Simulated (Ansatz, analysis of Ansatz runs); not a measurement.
# AlBO3 (R-3c), nudged elastic band: Li_i hop between interstitial places (q = +1)

Wanted: path and barrier of a jump of Li in AlBO3 (R-3c) at charge +1. The case: Li_i hop between interstitial places, in a cell of 80 host atoms with 1 Li put in.

Calculated with Ansatz 0.2.0; plane-wave PAW DFT, PBEsol; nudged elastic band between two relaxed defect structures at fixed charge in a uniform background.

### Step 1. The starting structure

The cell holds 81 atoms: 16 Al, 16 B, 48 O and 1 Li. Its edges and angles: a = 10.516 Å, b = 10.516 Å, c = 10.516 Å, α = 50.4°, β = 50.4°, γ = 50.4°. It derives from AlBO3 (space group R-3c). Nearest the centre at fractional (0.378, 0.378, 0.128): O6 at 0.86 Å, Li81 at 1.40 Å, Al61 at 1.68 Å, Al2 at 1.78 Å, O40 at 1.96 Å, O5 at 1.96 Å, B23 at 2.24 Å, B43 at 2.24 Å. The cell carries charge +1.

The cell's shortest repeat is 9.0 Å.

### Step 2. Relaxation of the start point, charge +1

The ends come first: from an unrelaxed start the top is counted from too high an energy, and the barrier comes out too low. Small random displacements break the symmetry of the ideal sites, so that the defect can distort if it gains by it. The charge of +1 is set by the electron count, and a uniform background keeps the cell neutral.

The input, qp1.start/input.yaml:

```yaml
crystal:
  lattice:
    - [4.47530425, 2.58381811, 9.15826506]
    - [-4.47530425, 2.58381811, 9.15826506]
    - [0.0, -5.16763623, 9.15826506]
  atoms:
    - { symbol: Al, position: [0.0, 0.0, 0.0] }
    - { symbol: Al, position: [0.25, 0.25, 0.25] }
    - { symbol: B, position: [0.125, 0.125, 0.125] }
    - { symbol: B, position: [0.375, 0.375, 0.375] }
    - { symbol: O, position: [0.125, 0.47063163, 0.27936837] }
    - { symbol: O, position: [0.47063163, 0.27936837, 0.125] }
    - { symbol: O, position: [0.22063163, 0.375, 0.02936837] }
    - { symbol: O, position: [0.375, 0.02936837, 0.22063163] }
    - { symbol: O, position: [0.02936837, 0.22063163, 0.375] }
    - { symbol: O, position: [0.27936837, 0.125, 0.47063163] }
    - { symbol: Al, position: [0.0, 0.0, 0.5] }
    - { symbol: Al, position: [0.25, 0.25, 0.75] }
    - { symbol: B, position: [0.125, 0.125, 0.625] }
    - { symbol: B, position: [0.375, 0.375, 0.875] }
    - { symbol: O, position: [0.125, 0.47063163, 0.77936837] }
    - { symbol: O, position: [0.47063163, 0.27936837, 0.625] }
    - { symbol: O, position: [0.22063163, 0.375, 0.52936837] }
    - { symbol: O, position: [0.375, 0.02936837, 0.72063163] }
    - { symbol: O, position: [0.02936837, 0.22063163, 0.875] }
    - { symbol: O, position: [0.27936837, 0.125, 0.97063163] }
    - { symbol: Al, position: [0.0, 0.5, 0.0] }
    - { symbol: Al, position: [0.25, 0.75, 0.25] }
    - { symbol: B, position: [0.125, 0.625, 0.125] }
    - { symbol: B, position: [0.375, 0.875, 0.375] }
    - { symbol: O, position: [0.125, 0.97063163, 0.27936837] }
    - { symbol: O, position: [0.47063163, 0.77936837, 0.125] }
    - { symbol: O, position: [0.22063163, 0.875, 0.02936837] }
    - { symbol: O, position: [0.375, 0.52936837, 0.22063163] }
    - { symbol: O, position: [0.02936837, 0.72063163, 0.375] }
    - { symbol: O, position: [0.27936837, 0.625, 0.47063163] }
    - { symbol: Al, position: [0.0, 0.5, 0.5] }
    - { symbol: Al, position: [0.25, 0.75, 0.75] }
    - { symbol: B, position: [0.125, 0.625, 0.625] }
    - { symbol: B, position: [0.375, 0.875, 0.875] }
    - { symbol: O, position: [0.125, 0.97063163, 0.77936837] }
    - { symbol: O, position: [0.47063163, 0.77936837, 0.625] }
    - { symbol: O, position: [0.22063163, 0.875, 0.52936837] }
    - { symbol: O, position: [0.375, 0.52936837, 0.72063163] }
    - { symbol: O, position: [0.02936837, 0.72063163, 0.875] }
    - { symbol: O, position: [0.27936837, 0.625, 0.97063163] }
    - { symbol: Al, position: [0.5, 0.0, 0.0] }
    - { symbol: Al, position: [0.75, 0.25, 0.25] }
    - { symbol: B, position: [0.625, 0.125, 0.125] }
    - { symbol: B, position: [0.875, 0.375, 0.375] }
    - { symbol: O, position: [0.625, 0.47063163, 0.27936837] }
    - { symbol: O, position: [0.97063163, 0.27936837, 0.125] }
    - { symbol: O, position: [0.72063163, 0.375, 0.02936837] }
    - { symbol: O, position: [0.875, 0.02936837, 0.22063163] }
    - { symbol: O, position: [0.52936837, 0.22063163, 0.375] }
    - { symbol: O, position: [0.77936837, 0.125, 0.47063163] }
    - { symbol: Al, position: [0.5, 0.0, 0.5] }
    - { symbol: Al, position: [0.75, 0.25, 0.75] }
    - { symbol: B, position: [0.625, 0.125, 0.625] }
    - { symbol: B, position: [0.875, 0.375, 0.875] }
    - { symbol: O, position: [0.625, 0.47063163, 0.77936837] }
    - { symbol: O, position: [0.97063163, 0.27936837, 0.625] }
    - { symbol: O, position: [0.72063163, 0.375, 0.52936837] }
    - { symbol: O, position: [0.875, 0.02936837, 0.72063163] }
    - { symbol: O, position: [0.52936837, 0.22063163, 0.875] }
    - { symbol: O, position: [0.77936837, 0.125, 0.97063163] }
    - { symbol: Al, position: [0.5, 0.5, 0.0] }
    - { symbol: Al, position: [0.75, 0.75, 0.25] }
    - { symbol: B, position: [0.625, 0.625, 0.125] }
    - { symbol: B, position: [0.875, 0.875, 0.375] }
    - { symbol: O, position: [0.625, 0.97063163, 0.27936837] }
    - { symbol: O, position: [0.97063163, 0.77936837, 0.125] }
    - { symbol: O, position: [0.72063163, 0.875, 0.02936837] }
    - { symbol: O, position: [0.875, 0.52936837, 0.22063163] }
    - { symbol: O, position: [0.52936837, 0.72063163, 0.375] }
    - { symbol: O, position: [0.77936837, 0.625, 0.47063163] }
    - { symbol: Al, position: [0.5, 0.5, 0.5] }
    - { symbol: Al, position: [0.75, 0.75, 0.75] }
    - { symbol: B, position: [0.625, 0.625, 0.625] }
    - { symbol: B, position: [0.875, 0.875, 0.875] }
    - { symbol: O, position: [0.625, 0.97063163, 0.77936837] }
    - { symbol: O, position: [0.97063163, 0.77936837, 0.625] }
    - { symbol: O, position: [0.72063163, 0.875, 0.52936837] }
    - { symbol: O, position: [0.875, 0.52936837, 0.72063163] }
    - { symbol: O, position: [0.52936837, 0.72063163, 0.875] }
    - { symbol: O, position: [0.77936837, 0.625, 0.97063163] }
    - { symbol: Li, position: [0.314393, 0.314393, 0.314393] }
total_charge: 1
basis:
  ecutwfc: 420
  xc_grid: 2
hamiltonian:
  xc: pbesol
kpoints:
  mp_grid: { grid: [1, 1, 1], shift: [0.25, 0.25, 0.25] }
scf:
  occupations: { method: fixed }
  max_iter: 100
output:
  forces: true
relax:
  f_tol: 0.02
  max_steps: 70
  random_displacement: { amplitude: 0.03, seed: 5733 }
```

Command:

```console
$ ansatz run input.yaml --threads 4 --pin off --max-ram 14131MiB --backend cpu --events-out ev --progress --plain --runs-dir out
```

Numbers of over 12 decimals in the logs are rounded to 6 here.

Output:

```text
[... repeated set-up lines and file paths are left out, and long positions are rounded to six places ...]
The last accepted step is kept in <dir> (removed where the run ends without a failure and the disk answers)
Engine: ansatz 0.2.0, aarch64-unknown-linux-gnu
Pseudopotentials: kind: paw
Pseudopotential: Al, paw, valence charge 3, recommended cutoff 420 eV (normal), Al.paw.azcp
Pseudopotential: B, paw, valence charge 3, recommended cutoff 420 eV (normal), B.paw.azcp
Pseudopotential: O, paw, valence charge 6, recommended cutoff 420 eV (normal), O.paw.azcp
Pseudopotential: Li, paw, valence charge 3, recommended cutoff 420 eV (normal), Li.paw.azcp
Functional definition: PBEsol
  exchange = pbesol_x
  correlation = pbesol_c
Crystal: 81 atoms, lattice volume = 635.403 Å³
Basis set: ecut = 420 eV, 12439 PW (Γ), exchange–correlation on 144×144×144 points (8 copies of the dense FFT grid, shifted against one another)
Bands: 274, of which v1, the nominal top of the filled ones, is band 193 counted from 1 (192 counted from 0)
Symmetry: 1 space group operations
k-points: 1
Non-local potential: Al, projectors of the file, l = 0: 2, l = 1: 2, l = 2: 1
Non-local potential: B, projectors of the file, l = 0: 2, l = 1: 2, l = 2: 1
Non-local potential: O, projectors of the file, l = 0: 2, l = 1: 2, l = 2: 1
Non-local potential: Li, projectors of the file, l = 0: 3, l = 1: 2, l = 2: 1
PAW form: soft (Blöchl's): semilocal exchange-correlation on the pseudo side does not see the compensation charge
PAW frozen core: Al, regenerated for the run's functional, and the local potential with it (the file was generated under x = pbe(κ = 0.804, μ = 0.219515), c = pbe(β = 0.066725))
PAW frozen core: B, regenerated for the run's functional, and the local potential with it (the file was generated under x = pbe(κ = 0.804, μ = 0.219515), c = pbe(β = 0.066725))
PAW frozen core: O, regenerated for the run's functional, and the local potential with it (the file was generated under x = pbe(κ = 0.804, μ = 0.219515), c = pbe(β = 0.066725))
PAW one-centre angular grid: Al, 110 points (default); XC on 64 Gauss nodes
PAW one-centre angular grid: B, 110 points (default); XC on 64 Gauss nodes
PAW one-centre angular grid: O, 110 points (default); XC on 64 Gauss nodes
PAW one-centre angular grid: Li, 110 points (default); XC on 64 Gauss nodes
Initial density: superposition of atomic densities (neutral atoms scaled as one to the charged cell's electrons: chi_scale 0, normalization atom), corrected by the library's trained network
Initial wavefunctions: pseudopotential atomic-orbital guess
Functional: x = pbesol(κ = 0.804, μ = 0.123457), c = pbesol(β = 0.046)
SCF iter   1: F=—  HF=-38064.600400 eV  |F-HF|=—  |Δ(HF+E_count)|=         —  Δρ=9.43e-3  dr2=4.81e-1  ethr=1.77e-3  ⟨swp⟩=5.0  Hψ=882  notcnv=0  defer=76
preconditioner: auto → Resta (q_TF=auto, 2.511 Å⁻¹)  ε∞=3.6  [insulator: Δε(μ)=5.234 eV  Ē_g=17.883 eV  n_scr=180 (ndim 8)  ℏωp=28.9 eV  f_vac=0.000  ε∞_Penn≈3.6]
SCF iter   2: F=—  HF=-38064.458353 eV  |F-HF|=—  |Δ(HF+E_count)|=   1.42e-1  Δρ=2.14e-3  dr2=4.19e-2  ethr=1.25e-4  ⟨swp⟩=3.0  Hψ=429  notcnv=0  defer=79
SCF iter   3: F=—  HF=-38064.450237 eV  |F-HF|=—  |Δ(HF+E_count)|=   8.12e-3  Δρ=1.03e-3  dr2=1.03e-2  ethr=1.09e-5  ⟨swp⟩=3.0  Hψ=399  notcnv=0  defer=55
automatic band count: iteration 3 solves 250 bands in place of 274: the levels show a gap, and the empty bands left out lie too high to hold charge; the band table lists the bands solved (type scf.n_extra_bands for more)
SCF iter   4: F=—  HF=-38064.447421 eV  |F-HF|=—  |Δ(HF+E_count)|=   2.82e-3  Δρ=2.79e-4  dr2=3.98e-4  ethr=2.68e-6  ⟨swp⟩=3.0  Hψ=350  notcnv=0  defer=55
SCF iter   5: F=—  HF=-38064.447031 eV  |F-HF|=—  |Δ(HF+E_count)|=   3.90e-4  Δρ=1.62e-4  dr2=1.21e-4  ethr=1.03e-7  ⟨swp⟩=2.0  Hψ=442  notcnv=0  defer=55
SCF iter   6: F=-38064.446999 eV  HF=-38064.446999 eV  |F-HF|=1.61e-7  |Δ(HF+E_count)|=   3.15e-5  Δρ=2.61e-5  dr2=2.77e-6  ethr=2.59e-9  ⟨swp⟩=3.0  Hψ=881  notcnv=0
SCF 1 converged in 6 iterations: F = -38064.446999 eV  dr2 = 2.77e-6
  greatest PAW one-centre occupation: 1.001 electrons in one spin orbital (limit 2), on the Li atom at site 80 (counted from 0), in its partial waves of l = 0
relax step   1: F+E_penalty+E_count = -38064.44699928 eV  Δ(F+E_penalty+E_count) = +0.000e0 eV  max|allowed force component| = 7.365e0 eV/Å  Δτ_max = 0.0000 Å  (6 SCF iters, dr2 threshold 1.00e-5 eV, accepted)
[... the SCF cycles and remarks between the steps are left out from here to the last step ...]
relax step   2: F+E_penalty+E_count = -38066.40645197 eV  Δ(F+E_penalty+E_count) = -1.959e0 eV  max|allowed force component| = 5.049e0 eV/Å  Δτ_max = 0.1609 Å  (6 SCF iters, dr2 threshold 1.00e-4 eV, accepted)
relax step   3: F+E_penalty+E_count = -38067.52503553 eV  Δ(F+E_penalty+E_count) = -1.119e0 eV  max|allowed force component| = 1.495e0 eV/Å  Δτ_max = 0.2000 Å  (6 SCF iters, dr2 threshold 1.00e-4 eV, accepted)
relax step   4: F+E_penalty+E_count = -38067.65252022 eV  Δ(F+E_penalty+E_count) = -1.275e-1 eV  max|allowed force component| = 4.170e-1 eV/Å  Δτ_max = 0.0800 Å  (5 SCF iters, dr2 threshold 1.00e-4 eV, accepted)
relax step   5: F+E_penalty+E_count = -38067.66475436 eV  Δ(F+E_penalty+E_count) = -1.223e-2 eV  max|allowed force component| = 4.848e-1 eV/Å  Δτ_max = 0.0371 Å  (5 SCF iters, dr2 threshold 1.35e-5 eV, accepted)
relax step   6: F+E_penalty+E_count = -38067.67207849 eV  Δ(F+E_penalty+E_count) = -7.324e-3 eV  max|allowed force component| = 1.083e-2 eV/Å  Δτ_max = 0.0138 Å  (4 SCF iters, dr2 threshold 1.83e-5 eV, accepted)
iter 1 solved again at ethr=1.26e-9 eV; its pass at ethr=3.10e-3 eV (dr2=4.85e-6 eV) is discarded
SCF iter   1: F=—  HF=-38067.671989 eV  |F-HF|=—  |Δ(HF+E_count)|=         —  Δρ=2.53e-5  dr2=4.85e-6  ethr=1.26e-9  ⟨swp⟩=1.0  Hψ=524  notcnv=0  defer=54
automatic band count: iteration 1 solves 250 bands in place of 274: the levels show a gap, and the empty bands left out lie too high to hold charge; the band table lists the bands solved (type scf.n_extra_bands for more)
SCF iter   2: F=—  HF=-38067.672080 eV  |F-HF|=—  |Δ(HF+E_count)|=   9.12e-5  Δρ=1.42e-5  dr2=2.03e-6  ethr=1.26e-9  ⟨swp⟩=1.0  Hψ=202  notcnv=0  defer=54
SCF iter   3: F=—  HF=-38067.672080 eV  |F-HF|=—  |Δ(HF+E_count)|=   5.39e-7  Δρ=8.19e-6  dr2=3.34e-7  ethr=5.25e-10  ⟨swp⟩=2.0  Hψ=395  notcnv=0  defer=54
SCF iter   4: F=-38067.672080 eV  HF=-38067.672080 eV  |F-HF|=2.95e-9  |Δ(HF+E_count)|=   9.46e-8  Δρ=1.19e-6  dr2=7.19e-9  ethr=2.59e-11  ⟨swp⟩=4.0  Hψ=776  notcnv=0
SCF 7 converged in 4 iterations: F = -38067.672080 eV  dr2 = 7.19e-9
relax step   7: F+E_penalty+E_count = -38067.67207965 eV  Δ(F+E_penalty+E_count) = -1.159e-6 eV  max|allowed force component| = 1.157e-2 eV/Å  Δτ_max = 0.0000 Å  (4 SCF iters, accepted)
SCF converged after 4 iterations
Free energy (F): -38067.672080 eV
Harris-Foulkes:  -38067.672080 eV  (|F-HF|=2.95e-9)
Internal energy: -38067.672080 eV  (E = F + TS)
E sigma→0 (E₀):  -38067.672080 eV
Fermi energy:    7.238753 eV
--- Per-component energies (eV) ---
  E_band       = -71.232088
  E_kinetic    = 9756.340038
  E_local      = -16582.313630  (includes V_loc(G=0)·N_el)
  E_nonlocal   = 2626.229645
  E_hartree    = 5807.296148
  E_xc         = -4674.882199
  E_vxc        = -5613.659587  (∫ρ·V_xc dr)
  E_paw        = -15854.301817  (= ΣΔE_a)
  E_vpaw       = -1872.543023  (= ΣTr[D̂ρ^β])
  E_aug_tail   = 0.122576  (compensation charges beyond the density's cutoff)
  E_ewald      = -19148.398260
  E_core_change = 2.235419  (= ΣΔE_core)
  E_smearing   = -0.000000  (= −TS)
  E_closure    = 0.000000  (closes the sum)
  E_deformation_potential = 17.435375  (in the stress; not in F)
  Σ components = -38067.672080   (vs F -38067.672080, Δ=0.00e0)
--- Forces (eV/Å), atoms counted from 1 ---
  atom   1  Al    -0.00051842    -0.00065257     0.00183150
  atom   2  Al    -0.00126999     0.00152708    -0.00054541
  [... 2 atoms left out ...]
  atom   5  O     -0.00047399    -0.00120647     0.00253555
  atom   6  O     -0.00008575     0.00054637     0.00307353
  atom   7  O      0.00033949    -0.00162806     0.00088202
  [... 15 atoms left out ...]
  atom  23  B      0.00147474     0.00106275     0.00232366
  [... 4 atoms left out ...]
  atom  28  O      0.00869984     0.00241124    -0.00775499
  [... 11 atoms left out ...]
  atom  40  O     -0.00127604    -0.00332748     0.00508243
  [... 2 atoms left out ...]
  atom  43  B     -0.00232489    -0.00041741     0.00191164
  [... 17 atoms left out ...]
  atom  61  Al     0.00266788    -0.00735496    -0.00554019
  [... 19 atoms left out ...]
  atom  81  Li     0.00034455     0.00001345     0.00993554
  max |Σ_I F_I| component: 3.27e-5 eV/Å
--- Relaxed structure (7 steps of the walk, 7 accepted, 0 SCFs on fresh bases) ---
  F+E_penalty+E_count = -38067.67207965 eV   max|allowed force component| = 1.157e-2 eV/Å
  atoms:
    - { symbol: Al, position: [0.000124, -0.000488, -0.000500] }
    - { symbol: Al, position: [0.242285, 0.241661, 0.241680] }
    [... 2 atoms left out ...]
    - { symbol: O, position: [0.124701, 0.468243, 0.279371] }
    - { symbol: O, position: [0.468852, 0.279380, 0.124072] }
    - { symbol: O, position: [0.219474, 0.375070, 0.025610] }
    [... 15 atoms left out ...]
    - { symbol: B, position: [0.125296, 0.624727, 0.123833] }
    [... 4 atoms left out ...]
    - { symbol: O, position: [0.377710, 0.530347, 0.224997] }
    [... 11 atoms left out ...]
    - { symbol: O, position: [0.280926, 0.623720, 0.971395] }
    [... 2 atoms left out ...]
    - { symbol: B, position: [0.625341, 0.123839, 0.124680] }
    [... 17 atoms left out ...]
    - { symbol: Al, position: [0.504684, 0.503005, -0.006264] }
    [... 19 atoms left out ...]
    - { symbol: Li, position: [0.323262, 0.322644, 0.322622] }
```

It took 38 s on 4 threads of Arm Neoverse V2, shared host; peak memory 1.2 GiB; 2.3 min of CPU time.

Step by step:

| step | energy less that of the first step (eV) | largest force component (eV/Å) |
| --- | --- | --- |
| 1 | 0.0000 | 7.3651 |
| 2 | -1.9595 | 5.0493 |
| 3 | -3.0780 | 1.4945 |
| 4 | -3.2055 | 0.4170 |
| 5 | -3.2178 | 0.4848 |
| 6 | -3.2251 | 0.0108 |
| 7 | -3.2251 | 0.0116 |

The atoms that moved most (Å, from the sites as typed, ahead of the random displacement, the mean shift of all atoms taken out):

| atom | dx | dy | dz | length |
| --- | --- | --- | --- | --- |
| B4 | 0.000 | 0.000 | 0.369 | 0.369 |
| Li81 | 0.000 | 0.000 | 0.230 | 0.230 |
| Al2 | 0.000 | 0.000 | -0.225 | 0.225 |
| O17 | 0.010 | 0.012 | 0.072 | 0.073 |
| O49 | -0.015 | 0.003 | 0.072 | 0.073 |
| O28 | 0.005 | -0.015 | 0.072 | 0.073 |
| Al51 | 0.041 | -0.030 | 0.011 | 0.052 |
| Al61 | 0.005 | 0.051 | 0.011 | 0.052 |

Neighbours of Li81 at the end:

| atom | distance (Å) |
| --- | --- |
| O6 | 1.777 |
| O5 | 1.777 |
| O10 | 1.777 |
| B4 | 1.804 |
| O28 | 2.034 |
| O49 | 2.034 |
| O17 | 2.034 |
| Al2 | 2.225 |

Numbers from this step:

- free energy: -38067.6721 eV
- r.m.s. move of the farther half of the atoms: 0.01324 Å
- largest move from the ideal geometry of this structure, a common shift of the far atoms taken out: 0.3750 Å

The relaxation gained 3.225 eV and ended with a largest force component of 0.012 eV/Å.

[end of part 1 of 4]

[Logs are printed without paths, hosts, clocks, repeated set-up lines and the standing remarks that a program may print on its own settings, such as how far it seeks lower states.]

[Hosts, paths, dates, database ids (printed as entryN), source tags and the programs' standing remarks are cut or masked in the printed files.]
